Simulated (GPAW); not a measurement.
Consider SnSe (Fm-3m).

```xyz
2
Lattice="0.0000 3.0100 3.0100 3.0100 0.0000 3.0100 3.0100 3.0100 0.0000" Properties=species:S:1:pos:R:3 pbc="T T T"
Sn    0.0000    0.0000    0.0000
Se    3.0100    3.0100    3.0100
```

Absorber: atom 1, with 6 Se at 3.01 Å (octahedral, site symmetry m-3m). Method: GPAW, LDA, full core hole (charged cell), 8-atom cell with 6.0 Å between holes, 4×4×4 k points, dipole transitions, Gaussian full width 8.49 eV.

Question: What does the Sn K edge look like?

Main maxima up to 28 eV above the zero (height): 2.6 eV (1.42) and 24.8 eV (1.02). A K edge sees empty p states on the absorber. 

The Sn K spectrum (energy from the lowest empty level; intensity scaled to a mean of 1 over the first 20 eV):

```
E (eV)  intensity
  -2.0       0.75
  -1.5       0.86
  -1.0       0.97
  -0.5       1.08
   0.0       1.17
   0.5       1.25
   1.0       1.32
   1.5       1.37
   2.0       1.40
   2.5       1.42
   3.0       1.41
   3.5       1.38
   4.0       1.34
   4.5       1.29
   5.0       1.23
   5.5       1.16
   6.0       1.10
   6.5       1.04
   7.0       0.98
   7.5       0.93
   8.0       0.89
   8.5       0.86
   9.0       0.83
   9.5       0.82
  10.0       0.81
  10.5       0.81
  11.0       0.81
  11.5       0.81
  12.0       0.82
  12.5       0.83
  13.0       0.83
  13.5       0.84
  14.0       0.85
  14.5       0.85
  15.0       0.85
  15.5       0.86
  16.0       0.86
  16.5       0.86
  17.0       0.86
  17.5       0.87
  18.0       0.87
  18.5       0.88
  19.0       0.88
  19.5       0.89
  20.0       0.90
  20.5       0.92
  21.0       0.93
  21.5       0.95
  22.0       0.96
  22.5       0.98
  23.0       0.99
  23.5       1.01
  24.0       1.01
  24.5       1.02
  25.0       1.02
  25.5       1.02
  26.0       1.01
  26.5       1.00
  27.0       0.98
  27.5       0.97
  28.0       0.95
  28.5       0.93
  29.0       0.92
  29.5       0.90
  30.0       0.89
  30.5       0.88
  31.0       0.87
  31.5       0.86
  32.0       0.85
```

The script folds with a Gaussian, whereas the core hole's own line is a Lorentzian, so the onset is too steep and the first peak too high. The holes are only 6.0 Å apart, so the shape is probably not converged with cell size; no larger cell was run here. The structure is a published determination, not relaxed.

[Banner, clock and machine lines of the logs are left out without a mark of their own.]

[Logs are printed without paths, hosts, clocks, repeated set-up lines and the standing remarks that a program may print on its own settings, such as how far it seeks lower states.]

[Hosts, paths, dates, database ids (printed as entryN), source tags and the programs' standing remarks are cut or masked in the printed files.]

[Lists of maxima count a maximum above −3 eV only where it reaches 4 % of the highest in the window and stands out from its surroundings by 2 % of it (1.5 % where it reaches 55 %); shoulders and weaker maxima are passed over, and of the rest the first, up to two pre-edge ones and the few strongest are named.]
